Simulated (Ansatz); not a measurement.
**Electron scattering at the twin(10-12) boundary in hcp Ru**

How much does the twin(10-12) boundary in hcp Ru reflect electrons?

Calculated with Ansatz 0.2.0; Ansatz plane-wave DFT, PBE, PAW files; relaxation of a bicrystal slab with its lowest layers held; PAW set soft_1, in the first sound run; inputs show where later runs differ.

## 1. The starting structure

The cell holds 25 atoms: 25 Ru. Its edges and angles: a = 6.348 Å, b = 2.706 Å, c = 30.744 Å, α = 90.0°, β = 90.0°, γ = 90.0°. It derives from Ru. built on the (1 0 2) plane; 1 overlapping atoms removed and the grains opened by 0.25 Å. Vacuum lies along c.

## 2. Relaxing the bicrystal

The boundary is built by mirroring the lower grain in the boundary plane and removing any atoms that overlap. A thin bicrystal slab is relaxed first, with the lowest layers held and the upper grain free to shift and open.

Contents of input.yaml:

```yaml
crystal:
  lattice:
    - [6.3481279548, 0.0, 0.0]
    - [0.0, 2.7058, 0.0]
    - [0.0, 0.0, 30.7438509922]
  atoms:
    - { symbol: Ru, position: [0.112577786, 0.4166666667, 0.1626341476] }
    - { symbol: Ru, position: [0.4309007479, 0.9166666666, 0.1969083729] }
    - { symbol: Ru, position: [0.8400622288, 0.9166666667, 0.2140454855] }
    - { symbol: Ru, position: [0.1583851907, 0.4166666666, 0.2483197108] }
    - { symbol: Ru, position: [0.5675466716, 0.4166666667, 0.2654568235] }
    - { symbol: Ru, position: [0.8858696335, 0.9166666666, 0.2997310488] }
    - { symbol: Ru, position: [0.2950311144, 0.9166666667, 0.3168681614] }
    - { symbol: Ru, position: [0.6133540763, 0.4166666666, 0.3511423867] }
    - { symbol: Ru, position: [0.0225155572, 0.4166666667, 0.3682794994] }
    - { symbol: Ru, position: [0.3408385191, 0.9166666666, 0.4025537246] }
    - { symbol: Ru, position: [0.75, 0.9166666667, 0.4196908373] }
    - { symbol: Ru, position: [0.0683229619, 0.4166666666, 0.4539650626] }
    - { symbol: Ru, position: [0.75, 0.9166666667, 0.4963709952] }
    - { symbol: Ru, position: [0.3408385191, 0.9166666666, 0.5135081079] }
    - { symbol: Ru, position: [0.0225155572, 0.4166666667, 0.5477823332] }
    - { symbol: Ru, position: [0.6133540763, 0.4166666666, 0.5649194458] }
    - { symbol: Ru, position: [0.2950311144, 0.9166666667, 0.5991936711] }
    - { symbol: Ru, position: [0.8858696335, 0.9166666666, 0.6163307838] }
    - { symbol: Ru, position: [0.5675466716, 0.4166666667, 0.6506050091] }
    - { symbol: Ru, position: [0.1583851907, 0.4166666666, 0.6677421217] }
    - { symbol: Ru, position: [0.8400622288, 0.9166666667, 0.702016347] }
    - { symbol: Ru, position: [0.4309007479, 0.9166666666, 0.7191534597] }
    - { symbol: Ru, position: [0.112577786, 0.4166666667, 0.7534276849] }
    - { symbol: Ru, position: [0.7034163051, 0.4166666666, 0.7705647976] }
    - { symbol: Ru, position: [0.3850933432, 0.9166666667, 0.8048390229] }
kpoints:
  mp_grid: { grid: [4, 9, 1] }
hamiltonian:
  xc: pbe
  pseudopotentials: { kind: paw, azcp: { folder: soft_1 } }
scf:
  occupations: { method: fermi_dirac, width: 0.1 }
relax:
  f_tol: 0.03
  max_steps: 80
  constraints: [{ sites: [0, 1, 2, 3] }]
```

On the command line:

```bash
$ ansatz run input.yaml --threads 8 --pin off --max-ram 15360MiB --backend cpu --events-out ev --progress --plain --runs-dir out
```

Numbers of over 12 decimals in the logs are rounded to 6 here.

The log of the run:

```text
Engine: ansatz 0.2.0, x86_64-unknown-linux-gnu
Pseudopotentials: kind: paw
Pseudopotential: Ru, paw, valence charge 16, recommended cutoff 420 eV (normal), soft_1/Ru.paw.azcp
Functional definition: PBE
  parameter kappa = 0.804
  parameter beta = 0.066725
  exchange = pbe_x(kappa = kappa, mu = beta*pi^2/3)
  correlation = pbe_c(beta = beta)
Crystal: 25 atoms, lattice volume = 528.080 Å³
Basis set: ecut = 420 eV, 10363 PW (Γ), exchange–correlation on 90×40×432 points (8 copies of the dense FFT grid, shifted against one another)
Bands: 240, of which v1, the nominal top of the filled ones, is band 200 counted from 1 (199 counted from 0)
Symmetry: 2 space group operations
Space group: Pm (ITA 6), of the structure as read, at distance tolerance 8.1e-5 Å
k-points: 15 of 36 (time reversal used)
Non-local potential: Ru, projectors of the file, l = 0: 3, l = 1: 2, l = 2: 2, l = 3: 1
PAW form: soft (Blöchl's): semilocal exchange-correlation on the pseudo side does not see the compensation charge
PAW one-centre angular grid: Ru, 590 points (default); XC on 64 Gauss nodes
Initial density: superposition of atomic densities (neutral atoms: chi_scale 0, normalization atom)
Initial wavefunctions: pseudopotential atomic-orbital guess
Functional: x = pbe(κ = 0.804, μ = 0.219515), c = pbe(β = 0.066725)
SCF iter   1: F=—  HF=-146975.667122 eV  |F-HF|=—  |Δ(HF+E_count)|=         —  Δρ=9.51e-2  dr2=1.15e2  ethr=3.10e-3  ⟨swp⟩=7.1  Hψ=13811  notcnv=0  defer=3
preconditioner: auto → LDOS  [metal: Δε(μ)=0.007 eV  Ē_g=4.914 eV  σ=0.100 eV  W_gap=0.02  n_scr=154 (ndim 8)  ℏωp=22.9 eV  f_vac=0.298  D(μ)=23.86/eV (n_scr^D=208)  β→1.0]
SCF iter   2: F=—  HF=-146977.388067 eV  |F-HF|=—  |Δ(HF+E_count)|=    1.72e0  Δρ=9.91e-2  dr2=7.24e1  ethr=3.10e-3  ⟨swp⟩=4.0  Hψ=9990  notcnv=0  defer=19
SCF iter   3: F=—  HF=-146959.806866 eV  |F-HF|=—  |Δ(HF+E_count)|=    1.76e1  Δρ=7.37e-3  dr2=6.26e-1  ethr=3.10e-3  ⟨swp⟩=3.0  Hψ=8915  notcnv=0  defer=26
SCF iter   4: F=—  HF=-146959.715557 eV  |F-HF|=—  |Δ(HF+E_count)|=   9.13e-2  Δρ=3.55e-3  dr2=1.56e-1  ethr=1.57e-4  ⟨swp⟩=3.1  Hψ=7505  notcnv=0  defer=26
SCF iter   5: F=—  HF=-146959.684611 eV  |F-HF|=—  |Δ(HF+E_count)|=   3.09e-2  Δρ=1.09e-3  dr2=1.54e-2  ethr=3.89e-5  ⟨swp⟩=2.0  Hψ=5126  notcnv=0  defer=26
SCF iter   6: F=—  HF=-146959.686570 eV  |F-HF|=—  |Δ(HF+E_count)|=   1.96e-3  Δρ=4.42e-4  dr2=1.66e-3  ethr=3.86e-6  ⟨swp⟩=2.0  Hψ=5141  notcnv=0  defer=26
SCF iter   7: F=—  HF=-146959.686961 eV  |F-HF|=—  |Δ(HF+E_count)|=   3.91e-4  Δρ=1.42e-4  dr2=5.49e-4  ethr=4.16e-7  ⟨swp⟩=2.2  Hψ=5642  notcnv=0  defer=26
SCF iter   8: F=—  HF=-146959.686962 eV  |F-HF|=—  |Δ(HF+E_count)|=   5.68e-7  Δρ=6.37e-5  dr2=5.93e-5  ethr=1.37e-7  ⟨swp⟩=2.0  Hψ=5166  notcnv=0  defer=26
SCF iter   9: F=-146959.686963 eV  HF=-146959.686969 eV  |F-HF|=5.80e-6  |Δ(HF+E_count)|=   6.89e-6  Δρ=2.82e-5  dr2=9.97e-6  ethr=5.62e-9  ⟨swp⟩=5.0  Hψ=12669  notcnv=0
SCF 1 converged in 9 iterations: F = -146959.686963 eV  dr2 = 9.97e-6
  greatest PAW one-centre occupation: 1.000 electrons in one spin orbital (limit 2), on the Ru atom at site 7 (counted from 0), in its partial waves of l = 0
relax step   1: F+E_penalty+E_count = -146959.68696279 eV  Δ(F+E_penalty+E_count) = +0.000e0 eV  max|allowed force component| = 1.540e0 eV/Å  Δτ_max = 0.0000 Å  (9 SCF iters, dr2 threshold 2.25e-5 eV, accepted)
Initial density: handed on by an earlier stage of this run
Initial wavefunctions: those handed on with the density
iter 1 solved again at ethr=6.92e-4 eV; its pass at ethr=3.10e-3 eV (dr2=2.77e0 eV) is discarded
SCF iter   1: F=—  HF=-146960.206984 eV  |F-HF|=—  |Δ(HF+E_count)|=         —  Δρ=1.26e-2  dr2=2.84e0  ethr=6.92e-4  ⟨swp⟩=1.0  Hψ=13303  notcnv=0  defer=16
preconditioner: auto → LDOS  [metal: Δε(μ)=0.015 eV  Ē_g=4.510 eV  σ=0.100 eV  W_gap=0.04  n_scr=154 (ndim 8)  ℏωp=22.9 eV  f_vac=0.303  D(μ)=25.45/eV (n_scr^D=218)  β→1.0]
SCF iter   2: F=—  HF=-146960.135841 eV  |F-HF|=—  |Δ(HF+E_count)|=   7.11e-2  Δρ=5.90e-3  dr2=2.63e-1  ethr=6.92e-4  ⟨swp⟩=2.3  Hψ=5488  notcnv=0  defer=16
SCF iter   3: F=—  HF=-146960.101636 eV  |F-HF|=—  |Δ(HF+E_count)|=   3.42e-2  Δρ=2.69e-3  dr2=7.63e-2  ethr=6.58e-5  ⟨swp⟩=3.0  Hψ=8304  notcnv=0  defer=16
SCF iter   4: F=—  HF=-146960.081906 eV  |F-HF|=—  |Δ(HF+E_count)|=   1.97e-2  Δρ=3.94e-4  dr2=9.04e-4  ethr=1.91e-5  ⟨swp⟩=2.3  Hψ=5280  notcnv=0  defer=20
SCF iter   5: F=—  HF=-146960.081764 eV  |F-HF|=—  |Δ(HF+E_count)|=   1.42e-4  Δρ=1.42e-4  dr2=1.38e-4  ethr=2.26e-7  ⟨swp⟩=3.1  Hψ=7678  notcnv=0  defer=20
SCF iter   6: F=-146960.081825 eV  HF=-146960.081825 eV  |F-HF|=2.99e-7  |Δ(HF+E_count)|=   6.11e-5  Δρ=5.86e-5  dr2=2.58e-5  ethr=2.50e-8  ⟨swp⟩=3.0  Hψ=13622  notcnv=0
SCF 2 converged in 6 iterations: F = -146960.081825 eV  dr2 = 2.58e-5
  greatest PAW one-centre occupation: 1.000 electrons in one spin orbital (limit 2), on the Ru atom at site 12 (counted from 0), in its partial waves of l = 0
relax step   2: F+E_penalty+E_count = -146960.08182458 eV  Δ(F+E_penalty+E_count) = -3.949e-1 eV  max|allowed force component| = 1.355e0 eV/Å  Δτ_max = 0.1911 Å  (6 SCF iters, dr2 threshold 1.00e-4 eV, accepted)
iter 1 solved again at ethr=2.38e-4 eV; its pass at ethr=3.10e-3 eV (dr2=9.51e-1 eV) is discarded
SCF iter   1: F=—  HF=-146960.148723 eV  |F-HF|=—  |Δ(HF+E_count)|=         —  Δρ=1.11e-2  dr2=9.58e-1  ethr=2.38e-4  ⟨swp⟩=1.2  Hψ=13211  notcnv=0  defer=20
preconditioner: auto → LDOS  [metal: Δε(μ)=0.004 eV  Ē_g=4.507 eV  σ=0.100 eV  W_gap=0.01  n_scr=154 (ndim 8)  ℏωp=22.9 eV  f_vac=0.302  D(μ)=25.43/eV (n_scr^D=218)  β→1.0]
SCF iter   2: F=—  HF=-146960.098914 eV  |F-HF|=—  |Δ(HF+E_count)|=   4.98e-2  Δρ=5.75e-3  dr2=2.32e-1  ethr=2.38e-4  ⟨swp⟩=2.3  Hψ=6609  notcnv=0  defer=20
SCF iter   3: F=—  HF=-146960.047566 eV  |F-HF|=—  |Δ(HF+E_count)|=   5.13e-2  Δρ=1.79e-3  dr2=3.55e-2  ethr=5.80e-5  ⟨swp⟩=2.9  Hψ=8147  notcnv=0  defer=20
SCF iter   4: F=—  HF=-146960.039545 eV  |F-HF|=—  |Δ(HF+E_count)|=   8.02e-3  Δρ=4.80e-4  dr2=1.40e-3  ethr=8.87e-6  ⟨swp⟩=2.2  Hψ=5587  notcnv=0  defer=20
SCF iter   5: F=—  HF=-146960.039234 eV  |F-HF|=—  |Δ(HF+E_count)|=   3.11e-4  Δρ=1.17e-4  dr2=5.26e-5  ethr=3.49e-7  ⟨swp⟩=2.9  Hψ=7255  notcnv=0  defer=20
SCF iter   6: F=-146960.039247 eV  HF=-146960.039250 eV  |F-HF|=3.48e-6  |Δ(HF+E_count)|=   1.67e-5  Δρ=4.39e-5  dr2=1.22e-5  ethr=1.31e-8  ⟨swp⟩=4.7  Hψ=11815  notcnv=0
SCF 3 converged in 6 iterations: F = -146960.039247 eV  dr2 = 1.22e-5
  greatest PAW one-centre occupation: 1.000 electrons in one spin orbital (limit 2), on the Ru atom at site 11 (counted from 0), in its partial waves of l = 0
relax step   3: F+E_penalty+E_count = -146960.03924674 eV  Δ(F+E_penalty+E_count) = +4.258e-2 eV  max|allowed force component| = 7.747e-1 eV/Å  Δτ_max = 0.2000 Å  (6 SCF iters, dr2 threshold 1.00e-4 eV, rejected (line search))
[...]
relax step   4: F+E_penalty+E_count = -146960.18709060 eV  Δ(F+E_penalty+E_count) = -1.053e-1 eV  max|allowed force component| = 7.662e-1 eV/Å  Δτ_max = 0.1000 Å  (9 SCF iters, accepted)
[...]
relax step   5: F+E_penalty+E_count = -146960.22998342 eV  Δ(F+E_penalty+E_count) = -4.289e-2 eV  max|allowed force component| = 1.966e-1 eV/Å  Δτ_max = 0.0483 Å  (5 SCF iters, dr2 threshold 1.00e-4 eV, accepted)
[...]
relax step   6: F+E_penalty+E_count = -146960.22919592 eV  Δ(F+E_penalty+E_count) = +7.875e-4 eV  max|allowed force component| = 5.097e-2 eV/Å  Δτ_max = 0.0324 Å  (5 SCF iters, dr2 threshold 2.54e-6 eV, rejected (line search))
SCF iter   1: F=—  HF=-146960.234846 eV  |F-HF|=—  |Δ(HF+E_count)|=         —  Δρ=1.86e-3  dr2=2.34e-2  ethr=3.90e-5  ⟨swp⟩=3.1  Hψ=6703  notcnv=0  defer=20
preconditioner: auto → LDOS  [metal: Δε(μ)=0.003 eV  Ē_g=4.522 eV  σ=0.100 eV  W_gap=0.01  n_scr=154 (ndim 8)  ℏωp=22.9 eV  f_vac=0.305  D(μ)=25.26/eV (n_scr^D=218)  β→1.0]
SCF iter   2: F=—  HF=-146960.232711 eV  |F-HF|=—  |Δ(HF+E_count)|=   2.13e-3  Δρ=9.75e-4  dr2=4.85e-3  ethr=5.84e-6  ⟨swp⟩=2.5  Hψ=7454  notcnv=0  defer=20
SCF iter   3: F=—  HF=-146960.231183 eV  |F-HF|=—  |Δ(HF+E_count)|=   1.53e-3  Δρ=2.11e-4  dr2=2.38e-4  ethr=1.21e-6  ⟨swp⟩=2.5  Hψ=7031  notcnv=0  defer=20
SCF iter   4: F=—  HF=-146960.231114 eV  |F-HF|=—  |Δ(HF+E_count)|=   6.93e-5  Δρ=5.28e-5  dr2=2.80e-5  ethr=5.94e-8  ⟨swp⟩=2.8  Hψ=7303  notcnv=0  defer=20
SCF iter   5: F=—  HF=-146960.232048 eV  |F-HF|=—  |Δ(HF+E_count)|=   9.35e-4  Δρ=1.25e-5  dr2=1.20e-6  ethr=7.00e-9  ⟨swp⟩=2.8  Hψ=6558  notcnv=0  defer=20
SCF iter   6: F=—  HF=-146960.232049 eV  |F-HF|=—  |Δ(HF+E_count)|=   2.35e-7  Δρ=5.41e-6  dr2=1.72e-7  ethr=3.01e-10  ⟨swp⟩=2.6  Hψ=6862  notcnv=0  defer=20
SCF iter   7: F=-146960.232049 eV  HF=-146960.232049 eV  |F-HF|=1.45e-8  |Δ(HF+E_count)|=   1.78e-8  Δρ=2.09e-6  dr2=2.80e-8  ethr=2.50e-11  ⟨swp⟩=5.0  Hψ=12600  notcnv=0
SCF 7 converged in 7 iterations: F = -146960.232049 eV  dr2 = 2.80e-8
relax step   7: F+E_penalty+E_count = -146960.23204870 eV  Δ(F+E_penalty+E_count) = -2.065e-3 eV  max|allowed force component| = 1.018e-2 eV/Å  Δτ_max = 0.0129 Å  (7 SCF iters, accepted)
SCF converged after 7 iterations
Free energy (F): -146960.232049 eV
Harris-Foulkes:  -146960.232049 eV  (|F-HF|=1.45e-8)
Internal energy: -146959.392721 eV  (E = F + TS)
E sigma→0 (E₀):  -146959.812385 eV
Entropy (-TS):   -0.839327 eV (-33.573 meV/atom)
Fermi energy:    13.393767 eV
--- Per-component energies (eV) ---
  E_band       = -5335.840269
  E_kinetic    = 11481.148734
  E_local      = -524435.611016  (includes V_loc(G=0)·N_el)
  E_nonlocal   = 10330.601145
  E_hartree    = 254900.064161
  E_xc         = -4236.091589
  E_vxc        = -5355.398487  (∫ρ·V_xc dr)
  E_paw        = -87541.540694  (= ΣΔE_a)
  E_vpaw       = -7156.705084  (= ΣTr[D̂ρ^β])
  E_aug_tail   = 0.015961  (compensation charges beyond the density's cutoff)
  E_ewald      = 192542.020577
  E_smearing   = -0.839327  (= −TS)
  E_closure    = 0.000000  (closes the sum)
  Σ components = -146960.232049   (vs F -146960.232049, Δ=0.00e0)
--- Forces (eV/Å), atoms counted from 1 ---
  atom   1  Ru     0.09654314     0.00000000     1.48041569
  atom   2  Ru    -0.56250151     0.00000000    -0.05702744
  atom   3  Ru     0.35889693     0.00000000    -0.47348387
  atom   4  Ru     0.11012065     0.00000000    -0.94683802
  atom   5  Ru    -0.00089511     0.00000000     0.01018318
  atom   6  Ru     0.00416546     0.00000000    -0.00461793
  atom   7  Ru    -0.00443468     0.00000000    -0.00595210
  atom   8  Ru     0.00602667     0.00000000    -0.00364915
  atom   9  Ru    -0.00274345     0.00000000    -0.00348280
  atom  10  Ru    -0.00771952     0.00000000     0.00308458
  atom  11  Ru     0.00718984     0.00000000     0.00548829
  atom  12  Ru    -0.00218909     0.00000000    -0.00475988
  atom  13  Ru     0.00291506     0.00000000    -0.00431176
  atom  14  Ru    -0.00670527     0.00000000    -0.00183834
  atom  15  Ru    -0.00630637     0.00000000     0.00015886
  atom  16  Ru     0.00754904     0.00000000    -0.00209183
  atom  17  Ru    -0.00725288     0.00000000     0.00642575
  atom  18  Ru     0.00106997     0.00000000     0.00500183
  atom  19  Ru     0.00403788     0.00000000     0.00063039
  atom  20  Ru    -0.00349503     0.00000000     0.00044326
  atom  21  Ru     0.00514531     0.00000000     0.00547727
  atom  22  Ru     0.00453011     0.00000000     0.00149787
  atom  23  Ru    -0.00247188     0.00000000    -0.00540869
  atom  24  Ru    -0.00135966     0.00000000    -0.00481478
  atom  25  Ru    -0.00012950     0.00000000    -0.00060066
  max |Σ_I F_I| component: 7.03e-5 eV/Å
--- Relaxed structure (7 steps of the walk, 5 accepted, 0 SCFs on fresh bases) ---
  F+E_penalty+E_count = -146960.23204870 eV   max|allowed force component| = 1.018e-2 eV/Å
  atoms:
    - { symbol: Ru, position: [0.112577786, 0.416667, 0.162634] }
    - { symbol: Ru, position: [0.4309007479, 0.916667, 0.196908] }
    - { symbol: Ru, position: [0.840062, 0.916667, 0.214045] }
    - { symbol: Ru, position: [0.158385, 0.416667, 0.248320] }
    - { symbol: Ru, position: [0.566316, 0.416667, 0.265005] }
    - { symbol: Ru, position: [0.880493, 0.916667, 0.299455] }
    - { symbol: Ru, position: [0.290774, 0.916667, 0.317499] }
    - { symbol: Ru, position: [0.608913, 0.416667, 0.350729] }
    - { symbol: Ru, position: [0.020184, 0.416667, 0.369988] }
    - { symbol: Ru, position: [0.334353, 0.916667, 0.407011] }
    - { symbol: Ru, position: [0.742674, 0.916667, 0.416631] }
    - { symbol: Ru, position: [0.077416, 0.416667, 0.456071] }
    - { symbol: Ru, position: [0.739741, 0.916667, 0.495565] }
    - { symbol: Ru, position: [0.331582, 0.916667, 0.505963] }
    - { symbol: Ru, position: [0.016399, 0.416667, 0.542111] }
    - { symbol: Ru, position: [0.605019, 0.416667, 0.561682] }
    - { symbol: Ru, position: [0.287002, 0.916667, 0.595352] }
    - { symbol: Ru, position: [0.879142, 0.916667, 0.612256] }
    - { symbol: Ru, position: [0.561871, 0.416667, 0.646952] }
    - { symbol: Ru, position: [0.151786, 0.416667, 0.664067] }
    - { symbol: Ru, position: [0.834869, 0.916667, 0.698516] }
    - { symbol: Ru, position: [0.424109, 0.916667, 0.717053] }
    - { symbol: Ru, position: [0.110101, 0.416667, 0.750918] }
    - { symbol: Ru, position: [0.694159, 0.416667, 0.766272] }
    - { symbol: Ru, position: [0.378248, 0.916667, 0.797820] }
```

Elapsed: 10 min, on 8 threads of Intel Xeon at 2.50GHz (Skylake/Cascade Lake), shared host; peak memory 4.8 GiB.

Relaxation path:

```
step  energy less that of the first step (eV)  largest force component (eV/Å)
   1                                   0.0000                          1.5398
   2                                  -0.3949                          1.3553
   3                                  -0.3523                          0.7747
   4                                  -0.5001                          0.7662
   5                                  -0.5430                          0.1966
   6                                  -0.5422                          0.0510
   7                                  -0.5451                          0.0102
```

Relaxation steps 3, 6 were tried and not accepted.

Forces are held to the 2 operations that the run works with; a distortion that breaks them can't arise in this run.

The atoms that moved most (Å):

```
atom      dx     dy      dz  length
Ru14  -0.059  0.000  -0.232   0.239
Ru25  -0.043  0.000  -0.216   0.220
Ru15  -0.039  0.000  -0.174   0.179
Ru24  -0.059  0.000  -0.132   0.144
Ru10  -0.041  0.000   0.137   0.143
Ru18  -0.043  0.000  -0.125   0.132
Ru17  -0.051  0.000  -0.118   0.129
Ru20  -0.042  0.000  -0.113   0.121
```

This step gave:

```
free energy             : -146960.2320 eV
energy at zero smearing : -146959.8124 eV
Fermi energy            : 13.39 eV
```

The largest force component on a free atom ends at 0.010 eV/Å, under the tolerance of 0.03, after 7 steps.

(Part 1 of 2 ends here.)

[Logs are printed without paths, hosts, clocks, repeated set-up lines and the standing remarks that a program may print on its own settings, such as how far it seeks lower states.]

[Hosts, paths, dates, database ids (printed as entryN), source tags and the programs' standing remarks are cut or masked in the printed files.]
